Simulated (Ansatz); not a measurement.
# CsPbCl3 (Pm-3m): the gap up the ladder of methods, part 2 of 2

Wanted: a ladder of band gaps for CsPbCl3 (Pm-3m), from density functionals to G0W0.

Ansatz 0.2.0; density functionals, hybrids and G0W0, plane waves, PAW. Known limits of the many-body steps: finite bands, screening cutoff and k mesh; no spin-orbit coupling in G0W0.

So far. Step 9 (G0W0@PBE, 4×4×4 mesh, 965 empty bands, screening to 180 …): Over 3 of 10 irreducible mesh points the G0W0 gap is 3.259 eV, direct, at k = (-0.500, -0.500, -0.500). The PBE gap of this run on the mesh is 1.926 eV. The two states that bound the G0W0 gap lie that far apart at the start, so the correction of the gap is 3.259 − 1.926 = +1.333 eV.

In doubt: masses and optical values from hybrid runs of this build are listed as unsure (steps 10, 11), which bears on the screening that GW takes from such a start.

### Step 11. G0W0@PBE0, 4×4×4 mesh, 965 empty bands, screening to 180 eV

This step: G0W0 on PBE0, plane waves, PAW.

Contents of input.yaml:

```yaml
crystal:
  lattice:
    - [5.605, 0.0, 0.0]
    - [0.0, 5.605, 0.0]
    - [0.0, 0.0, 5.605]
  atoms:
    - { symbol: Cs, position: [0.0, 0.0, 0.0] }
    - { symbol: Pb, position: [0.5, 0.5, 0.5] }
    - { symbol: Cl, position: [0.5, 0.5, 0.0] }
    - { symbol: Cl, position: [0.0, 0.5, 0.5] }
    - { symbol: Cl, position: [0.5, 0.0, 0.5] }
kpoints:
  mp_grid: { grid: [4, 4, 4] }
hamiltonian:
  xc: pbe0
scf:
  occupations: { method: fixed }
gw:
  n_empty_bands: 965
  ecut_chi: 180.0
  qp_bands: [v2, c2]
  qp_kpoints: band_edges
  screening: { model: contour_deformation }
```

Started as:

```bash
$ ansatz run input.yaml --threads 3 --pin off --max-ram 64512MiB --backend cuda --events-out ev --progress --plain --runs-dir out --devices 1 --max-vram 24GiB  # rebuilt from the run's record
```

Run time: 90 s. Hardware: 1 × NVIDIA H100 80GB HBM3 (shared by 3 runs) with 3 threads of AMD EPYC 7R13 (Zen 3), shared host; peak memory 3.6 GiB.

Numbers from this step:

```yaml
bands_summed: 987
rpa_eps_infinity_on_this_mesh_eigenvalues: 3.137, 3.137, 3.137
plane_waves_in_the_screening_matrix: 949
g0w0_gap_over_the_corrected_points: 3.897 eV
k_of_the_valence_top: -0.5, -0.5, -0.5
k_of_the_conduction_bottom: -0.5, -0.5, -0.5
starting_gap_on_the_mesh: 3.247 eV
z_at_the_valence_top: 0.8217
z_at_the_conduction_bottom: 0.8445
least_direct_g0w0_gap_over_the_corrected_points: 3.897 eV
```

Over 3 of 10 irreducible mesh points the G0W0 gap is 3.897 eV, direct, at k = (-0.500, -0.500, -0.500). The PBE0 gap of this run on the mesh is 3.247 eV. The two states that bound the G0W0 gap lie that far apart at the start, so the correction of the gap is 3.897 − 3.247 = +0.650 eV. G0W0@PBE0 against G0W0@HSE06 with 987 bands: 3.897 − 3.689 = +0.208 eV, with the same mesh, files and cutoffs, and both edges at the same k points. The program's warnings for this run: coarse exchange mesh.

### Step 12. All levels together

Each gap is the least one over the points named; times are wall times on shared hosts, not benchmarks. A G0W0 time includes the run's own self-consistent start. Runs with listed points see these and the mesh alone, so an edge that moves elsewhere is missed. Rows marked * are further runs, not shown as steps, whose inputs differ from the G0W0 step on the same start in the columns given; solver thresholds can differ too. Symmetry makes (0.500, 0.500, 0.500) and (-0.500, -0.500, -0.500) one point.

| level | mesh | files, cutoff | bands summed, screening | points | gap (eV) | valence top | conduction bottom | least direct gap (eV) | time |
| --- | --- | --- | --- | --- | --- | --- | --- | --- | --- |
| LDA | 4×4×4 | soft_2 PAW, 420 eV | - | mesh and listed points | 1.732 | (0.500, 0.500, 0.500) | (0.500, 0.500, 0.500) | 1.732 | 4.3 s |
| PBE | 4×4×4 | soft_2 PAW, 420 eV | - | mesh and path | 1.926 | (0.500, 0.500, 0.500) | (0.500, 0.500, 0.500) | 1.926 | 2.9 s |
| PBE+SOC | 4×4×4 | soft_2 PAW, 420 eV | - | mesh and listed points | 0.695 | (0.500, 0.500, 0.500) | (0.500, 0.500, 0.500) | 0.695 | 3.8 s |
| r2SCAN | 4×4×4 | soft_2 PAW, 500 eV | - | mesh and listed points | 2.289 | (0.500, 0.500, 0.500) | (0.500, 0.500, 0.500) | 2.289 | 4.9 s |
| HSE06 | 4×4×4 | soft_2 PAW, 420 eV | - | mesh and listed points | 2.599 | (0.500, 0.500, 0.500) | (0.500, 0.500, 0.500) | 2.599 | 23 s |
| PBE0 | 4×4×4 | soft_2 PAW, 420 eV | - | mesh and listed points | 3.247 | (0.500, 0.500, 0.500) | (0.500, 0.500, 0.500) | 3.247 | 23 s |
| DDH-PBE0 | 4×4×4 | soft_2 PAW, 420 eV | - | mesh and listed points | 3.267 | (0.500, 0.500, 0.500) | (0.500, 0.500, 0.500) | 3.267 | 84 s |
| G0W0@PBE* | 4×4×4 | soft_2 PAW, 420 eV | 363, 90 eV | 3 of 10 irreducible mesh points | 3.022 | (-0.500, -0.500, -0.500) | (-0.500, -0.500, -0.500) | 3.022 | 6.8 s |
| G0W0@PBE | 4×4×4 | soft_2 PAW, 420 eV | 987, 180 eV | 3 of 10 irreducible mesh points | 3.259 | (-0.500, -0.500, -0.500) | (-0.500, -0.500, -0.500) | 3.259 | 20 s |
| G0W0@HSE06 | 4×4×4 | soft_2 PAW, 420 eV | 987, 180 eV | 3 of 10 irreducible mesh points | 3.689 | (-0.500, -0.500, -0.500) | (-0.500, -0.500, -0.500) | 3.689 | 84 s |
| G0W0@PBE0 | 4×4×4 | soft_2 PAW, 420 eV | 987, 180 eV | 3 of 10 irreducible mesh points | 3.897 | (-0.500, -0.500, -0.500) | (-0.500, -0.500, -0.500) | 3.897 | 90 s |

### Step 13. Outcome

```json
{
 "LDA, over mesh and listed points": "1.732 eV",
 "PBE, over mesh and path": "1.926 eV",
 "PBE+SOC, over mesh and listed points": "0.695 eV",
 "r2SCAN, over mesh and listed points": "2.289 eV",
 "HSE06, over mesh and listed points": "2.599 eV",
 "PBE0, over mesh and listed points": "3.247 eV",
 "DDH-PBE0, over mesh and listed points": "3.267 eV",
 "G0W0@PBE (987 bands, 4×4×4), over 3 of 10 irreducible mesh points": "3.259 eV",
 "G0W0@HSE06, over 3 of 10 irreducible mesh points": "3.689 eV",
 "G0W0@PBE0, over 3 of 10 irreducible mesh points": "3.897 eV",
 "known limits": "finite bands, screening cutoff and k mesh; no spin-orbit coupling in G0W0"
}
```

What this shows: The rows run from 0.695 eV (PBE+SOC) to 3.897 eV (G0W0@PBE0). They differ in plane-wave cutoff, bands and screening cutoff of G0W0 and the points over which the gap was sought as well as in level, so only pairs that share these are like for like. PBE against LDA: 1.926 − 1.732 = +0.194 eV, with the same mesh, files and cutoff, and both edges at the same k points. PBE+SOC against PBE: 0.695 − 1.926 = −1.231 eV, with the same mesh, set of files (read in its fully relativistic form for the spin-orbit run) and cutoff, and both edges at the same k points. The spin-orbit run sees mesh and listed points alone, so its gap is an upper bound: the coupling can move an edge off these points, and the change over the zone, its sign included where it is small, is not known. HSE06 against PBE: 2.599 − 1.926 = +0.673 eV, with the same mesh, files and cutoff, and both edges at the same k points. PBE0 against HSE06: 3.247 − 2.599 = +0.648 eV, with the same mesh, files and cutoff, and both edges at the same k points. DDH-PBE0 against PBE0: 3.267 − 3.247 = +0.020 eV, with the same mesh, files and cutoff, and both edges at the same k points. G0W0@HSE06 against G0W0@PBE with 987 bands: 3.689 − 3.259 = +0.430 eV, with the same mesh, files and cutoffs, and both edges at the same k points. G0W0@PBE0 against G0W0@HSE06 with 987 bands: 3.897 − 3.689 = +0.208 eV, with the same mesh, files and cutoffs, and both edges at the same k points. The dielectric-dependent hybrid took 0.254 of exact exchange, against 0.25 in PBE0. G0W0@PBE (987 bands, 4×4×4) moves the gap of its own start on the mesh by 3.259 − 1.926 = +1.333 eV, between the same two levels. Both edges that PBE shows over mesh and path lie at k points where levels were corrected. Levels at other points were not corrected, so a lower G0W0 gap elsewhere in the zone is not ruled out. G0W0@HSE06 moves the gap of its own start on the mesh by 3.689 − 2.599 = +1.090 eV, between the same two levels. Both edges that HSE06 shows over mesh and listed points lie at k points where levels were corrected. Levels at other points were not corrected, so a lower G0W0 gap elsewhere in the zone is not ruled out. G0W0@PBE0 moves the gap of its own start on the mesh by 3.897 − 3.247 = +0.650 eV, between the same two levels. Both edges that PBE0 shows over mesh and listed points lie at k points where levels were corrected. Levels at other points were not corrected, so a lower G0W0 gap elsewhere in the zone is not ruled out. What spin-orbit coupling does to the G0W0 levels was not computed, so no sum with the G0W0 gap is formed. For G0W0@PBE: from 363 bands and 90 eV to 987 bands and 180 eV the gap moves by 3.259 − 3.022 = +0.237 eV; bands and screening cutoff rise together, so their parts are not told apart. Two runs can't test a law of convergence, so the limit is not known. The other G0W0 rows are shown at one basis each (987 bands), so their distance from the limit is not known here. For G0W0@PBE0: the program's warnings for this run: coarse exchange mesh. The G0W0 runs are scalar-relativistic. This is the ideal cubic cell; tilts or off-centring, which many perovskites show locally, are not in it. No pair of G0W0 runs that differ in the mesh alone is shown (4×4×4 is a supercell whose nearest images lie 22 Å apart), so the error from the mesh is not known here. G0W0 is shown with one set of atomic data (soft_2 PAW), so the error from the files is not known here.

[Paths, hosts, dates, memory and timing lines, banners, echoed tables and standing remarks are left out of the program output.]

[Logs are printed without paths, hosts, clocks, repeated set-up lines and the standing remarks that a program may print on its own settings, such as how far it seeks lower states.]

[Runs of the session that timed out or met a known fault of the program may be left out.]

[Cells called generated may have been cut or substituted from an entry of the Crystallography Open Database or the Materials Project.]

[Hosts, paths, dates, database ids (printed as entryN), source tags and the programs' standing remarks are cut or masked in the printed files.]

[Where an RPA ε∞ is given, it is that of the G0W0 mesh and is not shown converged in it. Names of k-points follow the symmetry that the program found, which can be lower than the space group named. Band edges on a path are those of the sampled points; other points can move an edge, and change direct to indirect where valleys lie close.]

[Hybrid gaps are those of their k-mesh and are not shown converged in it.]
